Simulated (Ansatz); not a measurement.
# What Y2SOF2 (built on the sites of a database entry of YSF) distorts into

Aim: this structure of Y2SOF2 (built on the sites of a database entry of YSF) is to be tested for unstable modes, and one is followed downhill.

Method: DFT PBEsol, scalar-relativistic, plane waves, PAW, in Ansatz 0.2.0.

This is a report of a sequence of runs, with most program output left out.

The structure was built from a prototype and need not be the compound's stable phase.

## (1) Set-up

It takes space group P4mm (No. 99, tetragonal). The conventional cell has a = 3.465 Å, b = 3.465 Å, c = 7.101 Å, α = 90.00°, β = 90.00°, γ = 90.00°. Nearest to Y lie 4 F at 2.27 Å and 4 S at 2.70 Å. Y has 4 F at 2.46 Å and 4 O at 2.48 Å and 1 S at 2.74 Å nearest. O has 4 Y at 2.48 Å nearest. Nearest to S lie 5 Y at 2.70 to 2.74 Å. Nearest to F lie 4 Y at 2.27 to 2.46 Å. Farther neighbours and most contacts between anions are not listed.

## (2) The dispersion

The cell comes from relaxations at this level that are not shown. The mesh has a single point along some directions, so zone-edge points there are not solved. Linear response on a 2×2×1 q mesh gives force constants as far as a supercell of that size would, and the tensors from the zone-centre run are typed in so that the long-range dipole term is interpolated apart.

input.yaml

```yaml
crystal:
  lattice:
    - [3.4651963628, 0.0, 0.0]
    - [0.0, 3.4651963628, 0.0]
    - [0.0, 0.0, 7.1008233715]
  atoms:
    - { symbol: "Y", position: [0.0, 0.5, 0.2022743338] }
    - { symbol: "Y", position: [0.5, 0.0, 0.7487887792] }
    - { symbol: O, position: [0.0, 0.5, 0.6950974598] }
    - { symbol: S, position: [0.5, 0.0, 0.3631213668] }
    - { symbol: F, position: [0.0, 0.0, -0.0046409698] }
    - { symbol: F, position: [0.5, 0.5, -0.0046409698] }
kpoints:
  mp_grid: { grid: [8, 8, 4] }
hamiltonian:
  xc: pbesol
scf:
  occupations: { method: fixed }
output:
  eigenvalues: true
phonons:
  method: dfpt
  qmesh: [2, 2, 1]
  temperatures: { t_max: 1000, t_step: 50 }
  qpath:
    path:
      - [[0.0, 0.0, 0.0], [0.0, 0.5, 0.0], [0.5, 0.5, 0.0], [0.0, 0.0, 0.0], [0.0, 0.0, 0.5], [0.0, 0.5, 0.5], [0.5, 0.5, 0.5], [0.0, 0.0, 0.5]]
      - [[0.0, 0.5, 0.0], [0.0, 0.5, 0.5]]
      - [[0.5, 0.5, 0.0], [0.5, 0.5, 0.5]]
    npoints: 10
  non_analytic_term:
    high_frequency_dielectric_tensor: [[5.421, 0.0, 0.0], [0.0, 5.421, 0.0], [0.0, 0.0, 4.3488]]
    born_effective_charges:
      - { species: "Y", tensor: [[3.8837, 0.0, 0.0], [0.0, 3.8837, 0.0], [0.0, 0.0, 3.3588]] }
      - { species: "Y", tensor: [[4.0958, 0.0, 0.0], [0.0, 4.0958, 0.0], [0.0, 0.0, 4.0153]] }
      - { species: O, tensor: [[-3.1732, 0.0, 0.0], [0.0, -3.1732, 0.0], [0.0, 0.0, -1.6871]] }
      - { species: S, tensor: [[-2.2778, 0.0, 0.0], [0.0, -2.2778, 0.0], [0.0, 0.0, -1.4452]] }
      - { species: F, tensor: [[-1.0701, 0.0, 0.0], [0.0, -1.4585, 0.0], [0.0, 0.0, -2.121]] }
      - { species: F, tensor: [[-1.4585, 0.0, 0.0], [0.0, -1.0701, 0.0], [0.0, 0.0, -2.121]] }
    source: "zone-centre run at this cell"
```

Run with:

```
> ansatz run input.yaml --threads 8 --pin off --max-ram 14336MiB --backend cpu --events-out ev --progress --plain --runs-dir out
```

Elapsed: 74 s, on 8 threads of Arm Neoverse V2, shared host; peak memory 0.92 GiB; 9.2 min of CPU time.

This step gave:

* gap on the k-mesh: 1.844 eV
* volume per atom: 14.21 Å³
* sum-rule residual before enforcement: 6.55e-5 eV/Å²
* point group: 4mm
* highest optical mode at the zone centre (no LO-TO term): 439.0 cm⁻¹
* lowest optical zone-centre mode: -124.4 cm⁻¹
* lowest mode on the q mesh (acoustic modes at Γ apart): -124.4 cm⁻¹
* highest frequency at a solved wavevector (no LO-TO term at Γ): 494.2 cm⁻¹

Frequencies (cm⁻¹) solved at each irreducible wavevector; negative means imaginary. Frequencies by wavevector, by row:

| q in reciprocal lattice units | star | mode 1 | mode 2 | mode 3 | mode 4 | mode 16 | mode 17 | mode 18 |
| --- | --- | --- | --- | --- | --- | --- | --- | --- |
| 0 0 0 | 1 | -124.4 | -124.4 | 0 | 0 | 434.6 | 434.6 | 439 |
| 0 -0.5 0 | 2 | -63.4 | 107.5 | 147.2 | 154.7 | 390.9 | 419.9 | 429.8 |
| -0.5 -0.5 0 | 1 | -118 | -118 | 63.4 | 112.4 | 348.4 | 423.7 | 494.2 |

Symmetry leaves 3 wavevectors to solve. The lowest mode among them, the acoustic zeros apart, lies at Γ and is imaginary, 124.4i cm⁻¹, so the energy falls along it.

## (3) The mode frozen in, largest atomic shift 0 Å

The mode followed lies at Γ with frequency 124.4i cm⁻¹ and is 2-fold degenerate, the softest among the wavevectors solved. At small amplitude the distorted cell has space group no. 8 by a symmetry search on the positions. The undistorted cell that holds it gives the zero of energy on the same k mesh.

input.yaml

```yaml
crystal:
  lattice:
    - [3.4651963628, 0.0, 0.0]
    - [0.0, 3.4651963628, 0.0]
    - [0.0, 0.0, 7.1008233715]
  atoms:
    - { symbol: "Y", position: [0.0, 0.5, 0.2022743338] }
    - { symbol: "Y", position: [0.5, 0.0, 0.7487887792] }
    - { symbol: O, position: [0.0, 0.5, 0.6950974598] }
    - { symbol: S, position: [0.5, 0.0, 0.3631213668] }
    - { symbol: F, position: [0.0, 0.0, 0.9953590302] }
    - { symbol: F, position: [0.5, 0.5, 0.9953590302] }
kpoints:
  mp_grid: { grid: [8, 8, 4] }
hamiltonian:
  xc: pbesol
scf:
  occupations: { method: gaussian, width: 0.02 }
output:
  forces: true
  stress: true
  eigenvalues: true
```

Wall time 1.3 s (8 threads); peak memory 0.44 GiB.

This step gave:

```yaml
pressure: 5.66e-4 GPa
energy_from_the_undistorted_cell: 0 meV/atom
```

At this level the gap is 1.84 eV on the k-mesh of the self-consistent run, which can miss the band edges.

## (4) The mode frozen in, largest atomic shift 0.14 Å

The atoms are moved along the unstable eigenvector, the largest shift by 0.14 Å, with the cell fixed.

input.yaml, the sections that differ from step 3:

```yaml
crystal:
  lattice:
    - [3.4651963628, 0.0, 0.0]
    - [0.0, 3.4651963628, 0.0]
    - [0.0, 0.0, 7.1008233715]
  atoms:
    - { symbol: "Y", position: [-0.0026899141, 0.4973100859, 0.2022743338] }
    - { symbol: "Y", position: [0.5104978919, 0.0104978919, 0.7487887792] }
    - { symbol: O, position: [-0.028568352, 0.471431648, 0.6950974598] }
    - { symbol: S, position: [0.4958947855, -0.0041052145, 0.3631213668] }
    - { symbol: F, position: [-0.00116116, -0.0043917574, 0.9953590302] }
    - { symbol: F, position: [0.4956082426, 0.49883884, 0.9953590302] }
# kpoints, hamiltonian, scf, output: as in step 3
```

It took 2.2 s on 8 threads; peak memory 0.49 GiB; 15 s of CPU time.

Numbers from this step:

```
pressure                         : 0.6496 GPa
gap on the k-mesh                : 2.005 eV
energy from the undistorted cell : -1.888 meV/atom
```

The energy, extrapolated to zero smearing, is -1.89 meV/atom against the undistorted cell.

The run ends at a pressure of 0.65 GPa, with forces up to 0.15 eV/Å.

## (5) Energy along the mode, all amplitudes (two of the runs are shown above)

An imaginary frequency means negative curvature, so the energy should fall and then rise again as anharmonic terms take over.

Numbers from this step:

| Quantity | Value |
| --- | --- |
| depth at the lowest point sampled | 1.888 meV/atom |
| largest atomic shift at that point | 0.14 Å |

The energy from the parent by largest atomic shift:

| largest atomic shift (Å) | energy from the parent (meV/atom) |
| --- | --- |
| 0.000 | 0 |
| 0.040 | -0.221 |
| 0.080 | -0.813 |
| 0.140 | -1.89 |
| 0.220 | -1.40 |
| 0.320 | 10.6 |

Displacement at unit largest shift by atom:

| atom | x (Å) | y (Å) | z (Å) | size |
| --- | --- | --- | --- | --- |
| Y1 | -0.067 | -0.067 | 0.000 | 0.095 |
| Y2 | 0.260 | 0.260 | 0.000 | 0.368 |
| O3 | -0.707 | -0.707 | 0.000 | 1.000 |
| S4 | -0.102 | -0.102 | 0.000 | 0.144 |
| F5 | -0.029 | -0.109 | 0.000 | 0.113 |
| F6 | -0.109 | -0.029 | 0.000 | 0.113 |

The lowest of the steps tried is at 0.14 Å, 1.89 meV/atom below the parent; the bottom of the well need not coincide with a step.

## (6) Relaxing from the distorted cell

Starting from the lowest point found, all atoms and the cell are let go, so that strain and other modes of the same symmetry can join in.

input.yaml, as its differences from that of step 4:

```diff
@@ -17,3 +17,3 @@
 scf:
-  occupations: { method: gaussian, width: 0.02 }
+  occupations: { method: fixed }
 output:
@@ -22 +22,6 @@
   eigenvalues: true
+relax:
+  adjacent_minimum: "off"
+  f_tol: 0.002
+  max_steps: 120
+  cell: { stress_tol: 0.03 }
```

The job ended after 32 s (8 threads; peak memory 0.56 GiB).

Relaxation path:

| step | energy less that of the first step (eV) | largest force component (eV/Å) | pressure (GPa) | volume (Å³) |
| --- | --- | --- | --- | --- |
| 1 | 0.0000 | 0.1048 | 0.65 | 85.26 |
| 2 | -0.0041 | 0.1754 | -0.55 | 86.01 |
| 3 | -0.0115 | 0.1290 | -0.21 | 85.84 |
| 4 | -0.0217 | 0.0943 | -0.15 | 86.08 |
| 5 | -0.0230 | 0.1035 | 0.06 | 86.54 |
| 6 | -0.0263 | 0.0215 | -0.04 | 86.44 |
| 7 | -0.0266 | 0.0066 | 0.02 | 86.36 |
| 8 | -0.0266 | 0.0022 | 0.00 | 86.37 |
| 9 | -0.0266 | 0.0015 | 0.00 | 86.36 |
| 10* | -0.0319 | 0.0023 | 0.11 | 86.36 |
| 11 | -0.0320 | 0.0015 | 0.01 | 86.43 |
| 12 | -0.0320 | 0.0025 | 0.01 | 86.43 |
| 13 | -0.0319 | 0.0011 | -0.01 | 86.44 |
| 14* | -0.0322 | 0.0010 | 0.00 | 86.44 |

Relaxation steps marked * repeat the geometry before them on a plane-wave basis chosen anew for their cell, so energy and pressure can jump there.

Forces are held to the 2 operations that the run works with; a distortion that breaks them can't arise in this run.

| cell as run | before | after | change |
| --- | --- | --- | --- |
| a (Å) | 3.465 | 3.512 | +1.3 % |
| b (Å) | 3.465 | 3.512 | +1.3 % |
| c (Å) | 7.101 | 7.015 | -1.2 % |
| α (°) | 90.00 | 88.80 | -1.3 % |
| β (°) | 90.00 | 88.80 | -1.3 % |
| γ (°) | 90.00 | 88.54 | -1.6 % |
| volume (Å³/atom) | 14.21 | 14.41 | +1.4 % |

The atoms that moved most (Å, as changes of fractional coordinates times the final cell):

| atom | dx | dy | dz | length |
| --- | --- | --- | --- | --- |
| Y2 | 0.111 | 0.111 | -0.002 | 0.157 |
| S4 | -0.054 | -0.054 | -0.001 | 0.077 |
| Y1 | -0.036 | -0.036 | 0.021 | 0.054 |
| O3 | -0.021 | -0.021 | -0.041 | 0.051 |
| F6 | -0.006 | 0.006 | 0.012 | 0.015 |
| F5 | 0.006 | -0.006 | 0.012 | 0.015 |

Final coordinates:

```xyz
6
Lattice="3.5111 0.0445 0.0360 0.0445 3.5111 0.0360 0.0738 0.0738 7.0146" Properties=species:S:1:pos:R:3 pbc="T T T"
Y    -0.0079    1.7253    1.4574
Y     1.9595    0.2262    5.2688
O    -0.0495    1.6838    4.8504
S     1.7135   -0.0197    2.5636
F     0.0749    0.0522    6.9940
F     1.8300    1.8527    7.0300
```

This step gave:

```yaml
pressure: -0.002804 GPa
gap_on_the_k_mesh: 2.357 eV
volume_per_atom: 14.41 Å³
```

The distorted start has space group Cm; the relaxation ends in Cm.

## (7) The new phase in its own primitive cell

The relaxed structure is symmetrised, reduced to its primitive cell and relaxed tightly, as its phonons need.

input.yaml

```yaml
crystal:
  lattice:
    - [2.514443271, -2.4511993343, 0.0]
    - [2.514443271, 2.4511993343, 0.0]
    - [-0.2048828061, 0.0, 7.0123856137]
  atoms:
    - { symbol: "Y", position: [0.987247674, 0.987247674, 0.7946713089] }
    - { symbol: "Y", position: [0.5418243716, 0.5418243716, 0.2518777365] }
    - { symbol: O, position: [0.9655137008, 0.9655137008, 0.3107413196] }
    - { symbol: S, position: [0.4806510988, 0.4806510988, 0.6368968217] }
    - { symbol: F, position: [0.4938880051, 0.0004566436, 0.0029064067] }
    - { symbol: F, position: [0.0004566436, 0.4938880051, 0.0029064067] }
kpoints:
  mp_grid: { grid: [6, 6, 4] }
hamiltonian:
  xc: pbesol
scf:
  occupations: { method: fixed }
output:
  forces: true
  stress: true
  eigenvalues: true
relax:
  adjacent_minimum: "off"
  f_tol: 0.001
  max_steps: 60
  cell: { stress_tol: 0.01 }
```

It took 13 s on 8 threads; peak memory 0.51 GiB; 92 s of CPU time.

Little changed from the start: no atom moved by 0.005 Å and no cell edge by 0.1 %.

A gap read on the k-mesh alone can miss the band edges.

This step gave:

* pressure: -4.90e-4 GPa
* direct gap on mesh: 2.357 eV

The largest force component left is 0.17 meV/Å and the pressure is 0.000 GPa, within the tolerances set. The cell now holds 14.41 Å³/atom.

## (8) Modes of the new phase, k-mesh 6×6×4

A relaxed structure may still be a saddle point, so its zone-centre modes are computed. The response to a homogeneous field gives the Born charges and the dielectric tensor.

input.yaml

```yaml
crystal:
  lattice:
    - [2.5153473283, -2.4514815894, -0.0005924901]
    - [2.5153473283, 2.4514815894, -0.0005924901]
    - [-0.2066088321, 0.0, 7.0088376032]
  atoms:
    - { symbol: "Y", position: [0.9871862309, 0.9871862309, 0.7945532409] }
    - { symbol: "Y", position: [0.5419911049, 0.5419911049, 0.2518686893] }
    - { symbol: O, position: [0.965412608, 0.965412608, 0.3109077274] }
    - { symbol: S, position: [0.4805181176, 0.4805181176, 0.6368880432] }
    - { symbol: F, position: [0.4939317416, 0.0005416909, 0.0028911496] }
    - { symbol: F, position: [0.0005416909, 0.4939317416, 0.0028911496] }
kpoints:
  mp_grid: { grid: [6, 6, 4] }
hamiltonian:
  xc: pbesol
scf:
  occupations: { method: fixed }
output:
  eigenvalues: true
phonons:
  method: dfpt
  dielectric: true
  rigid_motions: translations
```

The job ended after 59 s (8 threads; peak memory 1.2 GiB).

This step gave:

| Quantity | Value |
| --- | --- |
| sum-rule residual before enforcement | 3.02e-4 eV/Å² |
| miss of the charge sum rule | 0.007445 e |
| estimated error of the dielectric tensor | 0.01738 |
| estimated error of the Born charges | 0.02875 e |
| point group | m |
| highest optical mode at the zone centre (no LO-TO term) | 454.3 cm⁻¹ |
| lowest optical zone-centre mode | -93.49 cm⁻¹ |
| mean high-frequency dielectric constant | 4.912 |
| largest Born charge (third of the trace) | 3.930 e |
| top of the zone-centre spectrum with the field | 483.2 cm⁻¹ |

Without the LO-TO term. Patterns of degenerate modes are one choice out of their space. The modes at Γ (shares of kinetic energy by element, %) (negative means imaginary):

| mode | frequency (cm⁻¹) | symmetry | Y % | O % | S % | F % |
| --- | --- | --- | --- | --- | --- | --- |
| 1 | -93.5 | A'' | 47 | 48 | 3 | 2 |
| 2 | 0.0 | acoustic | 67 | 6 | 12 | 14 |
| 3 | 0.0 | acoustic | 67 | 6 | 12 | 14 |
| 4 | 0.0 | acoustic | 67 | 6 | 12 | 14 |
| 5 | 93.1 | A' | 84 | 4 | 9 | 4 |
| 6 | 123.7 | A'' | 48 | 40 | 5 | 6 |
| 7 | 193.6 | A' | 72 | 28 | 0 | 1 |
| 8 | 210.2 | A'' | 10 | 0 | 7 | 83 |
| 9 | 215.3 | A' | 7 | 4 | 17 | 72 |
| 10 | 245.0 | A' | 38 | 21 | 20 | 22 |
| 11 | 257.8 | A' | 36 | 5 | 51 | 8 |
| 12 | 284.7 | A'' | 7 | 1 | 28 | 64 |
| 13 | 298.2 | A'' | 19 | 3 | 44 | 34 |
| 14 | 310.1 | A' | 12 | 60 | 23 | 5 |
| 15 | 342.9 | A' | 4 | 27 | 54 | 14 |
| 16 | 397.6 | A'' | 2 | 1 | 0 | 97 |
| 17 | 419.1 | A' | 7 | 16 | 1 | 76 |
| 18 | 454.3 | A' | 5 | 23 | 1 | 71 |

Displacements in mode 1 (-93.5 cm⁻¹), the largest set to 1:
```
Y1   0.00  0.13  0.00
Y2   0.00 -0.40  0.00
O3   0.00  1.00  0.00
S4   0.00  0.19  0.00
F5  -0.07  0.06 -0.10
F6   0.07  0.06  0.10
```

Displacements in mode 15 (342.9 cm⁻¹), the largest set to 1:
```
Y1   0.00  0.00 -0.12
Y2   0.10  0.00  0.08
O3  -0.73  0.00 -0.69
S4  -0.04  0.00  1.00
F5   0.11  0.06 -0.45
F6   0.11 -0.06 -0.45
```

Optical modes at the zone centre, without and with the macroscopic field of the longitudinal modes; each column is sorted by frequency, so a row need not hold one and the same mode. Modes with and without the field, by row:

| rank among optical modes | no field (cm⁻¹) | q along (1, 0, 0) (cm⁻¹) | q along (0, 1, 0) (cm⁻¹) | q along (0, 0, 1) (cm⁻¹) |
| --- | --- | --- | --- | --- |
| 1 | -93.5 | -93.5 | 92.8 | -93.5 |
| 2 | 93.1 | 97.1 | 93.1 | 93.6 |
| 3 | 123.7 | 123.7 | 169.5 | 123.7 |
| 4 | 193.6 | 194.8 | 193.6 | 196.7 |
| 5 | 210.2 | 210.2 | 215.3 | 210.2 |
| 6 | 215.3 | 217.6 | 245 | 217.8 |
| 7 | 245 | 245.4 | 247.2 | 257.7 |
| 8 | 257.8 | 284.7 | 257.8 | 284.7 |
| 9 | 284.7 | 292.2 | 288.6 | 298.2 |
| 10 | 298.2 | 298.2 | 310.1 | 298.4 |
| 11 | 310.1 | 335.5 | 342.9 | 336.9 |
| 12 | 342.9 | 397.6 | 382.3 | 397.6 |
| 13 | 397.6 | 408.9 | 419.1 | 408.6 |
| 14 | 419.1 | 450.4 | 423.4 | 434.6 |
| 15 | 454.3 | 483.2 | 454.3 | 479.8 |

Born charge (rows field, columns displacement) (e), principal values of the symmetric part by kind of site:

| atom | atoms with these values | low | middle | high | mean |
| --- | --- | --- | --- | --- | --- |
| Y1 | 1 | 3.31 | 3.87 | 3.95 | 3.71 |
| Y2 | 1 | 3.72 | 3.95 | 4.12 | 3.93 |
| O3 | 1 | -3.18 | -2.83 | -1.69 | -2.57 |
| S4 | 1 | -2.33 | -2.26 | -1.39 | -1.99 |
| F5 | 2 | -2.10 | -1.44 | -1.08 | -1.54 |

In full for F5:

```
-1.29  0.16  0.00
 0.20 -1.26  0.11
 0.03  0.10 -2.08
```

High-frequency dielectric tensor:

```
5.30 0.00 0.02
0.00 5.20 0.00
0.02 0.00 4.23
```

Transverse modes; imaginary modes are left out. Lines of the infrared spectrum (strongest = 100):

| position (cm⁻¹) | label | relative intensity |
| --- | --- | --- |
| 93 | A' | 3.5 |
| 124 | A'' | 16 |
| 194 | A' | 11 |
| 210 | A'' | 22 |
| 215 | A' | 16 |
| 245 | A' | 95 |
| 258 | A' | 100 |
| 285 | A'' | 10 |
| 298 | A'' | 28 |
| 310 | A' | 56 |
| 343 | A' | 25 |
| 398 | A'' | 3.1 |
| 419 | A' | 8.3 |
| 454 | A' | 5.4 |

Before it was imposed, the acoustic sum rule was missed by 3.0e-4 eV/Å² and the charge sum rule by 0.0074 e. Small misses are needed for a sound result but don't prove that mesh and cutoff are converged. The lowest optical mode is imaginary, 93.5i cm⁻¹, so the energy falls along it.

The log warns of the k mesh: “the force constants stand on the 6×6×4 k-mesh, whose period is 12.10 times the interband length at k = (0.0000, 0.0000, 0.0000), direct gap 2.357 eV, under 14: take them and everything formed from them as unconverged”.

## (9) Outcome

```
unstable mode of the parent                                                      : q = (0, 0, 0), 124i cm⁻¹
depth at the lowest point sampled                                                : 1.89 meV/atom
largest atomic shift at that point                                               : 0.14 Å
space group reached (within 0.01 Å)                                              : Cm
energy gained over the parent (first relaxation, on the mesh of the frozen mode) : 7.26 meV/atom
volume per atom, phase reached                                                   : 14.4 Å³
gap on the k-mesh, phase reached                                                 : 2.36 eV
lowest optical zone-centre mode, phase reached                                   : -93.5 cm⁻¹
highest optical mode at the zone centre (no LO-TO term), phase reached           : 454 cm⁻¹
```

**Reading.** Along this mode the structure falls into Cm, 7.26 meV/atom below the parent. At the parent's cell the well is 1.888 meV/atom deep on the steps tried, with its lowest point at a shift of 0.14 Å. Relaxing atoms and cell changes the gain by +5.37 meV/atom against the lowest step (energies at zero smearing). Most of the total comes from this relaxation. The new phase still has an imaginary mode at the zone centre of its cell, so it is a saddle point on the way to a lower structure. Of the 6 patterns followed to their end from this parent, this one ends 104 meV/atom above the lowest, Amm2. Each path keeps the symmetry of its pattern, so a lower phase may lie along a pattern not tried. With the field response the log warns that the k mesh is coarse for the force constants too, so the frequencies may not be converged. The q mesh is too sparse to interpolate, so only the solved wavevectors are given. The program warns that the interpolation holds no quadrupole term, so branches close to Γ can be off in this crystal. The starting cell was built on a prototype and not taken from a measurement, so the phase need not exist.

[Logs are printed without paths, hosts, clocks, repeated set-up lines and the standing remarks that a program may print on its own settings, such as how far it seeks lower states.]

[Hosts, paths, dates, database ids (printed as entryN), source tags and the programs' standing remarks are cut or masked in the printed files.]
